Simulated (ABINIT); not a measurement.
Planning a run of ABINIT 10.8.3 on MgO2 (R-3m). The input:

```
acell 3*1.0 Angstrom
rprim 
  1.604761016024 0.926509204586 3.493978874900
  -1.604761016024 0.926509204586 3.493978874900
  0.000000000000 -1.853018409173 3.493978874900
ntypat 2
znucl 12 8
natom 3
typat 1 2 2
xred 
  0.000000000000 0.000000000000 0.000000000000
  0.428786000000 0.428786000000 0.428786000000
  0.571214000000 0.571214000000 0.571214000000
pp_dirpath "pseudos"
pseudos "Mg.upf, O.upf"
ecut 38
ngkpt 4 4 4
nshiftk 1
shiftk 0 0 0
kptopt 1
chksymbreak 0
istwfk *1
occopt 1
irdwfk 1
optdriver 3
nband 26
ecuteps 5.6
inclvkb 2
awtr 1
symchi 1
indata_prefix "in"
outdata_prefix "out"
tmpdata_prefix "tmp"
```

```sh
OMP_NUM_THREADS=1 mpirun -n 4 abinit run.abi > log
```

Question: How long will it take on 4 MPI ranks of Arm Neoverse N1, shared host, and how much memory?

It took 19 s; on shared hardware allow 9.4 s to 38 s. Peak host memory was 0.62 GiB.

[Paths, hosts, dates, memory and timing lines, banners, echoed tables and standing remarks are left out of the program output.]

[Logs are printed without paths, hosts, clocks, repeated set-up lines and the standing remarks that a program may print on its own settings, such as how far it seeks lower states.]

[Runs of the session that timed out or met a known fault of the program may be left out.]

[Hosts, paths, dates, database ids (printed as entryN), source tags and the programs' standing remarks are cut or masked in the printed files.]

[G0W0 gaps are taken among the corrected bands and points alone; a level outside them can change the order at an edge.]

[Where Ansatz stands beside ABINIT at settings called matched, ABINIT's density can come from a denser mesh and the files from another edition; pairs whose starting gaps differed by over 0.03 eV were left out, so agreement reads better than it is.]
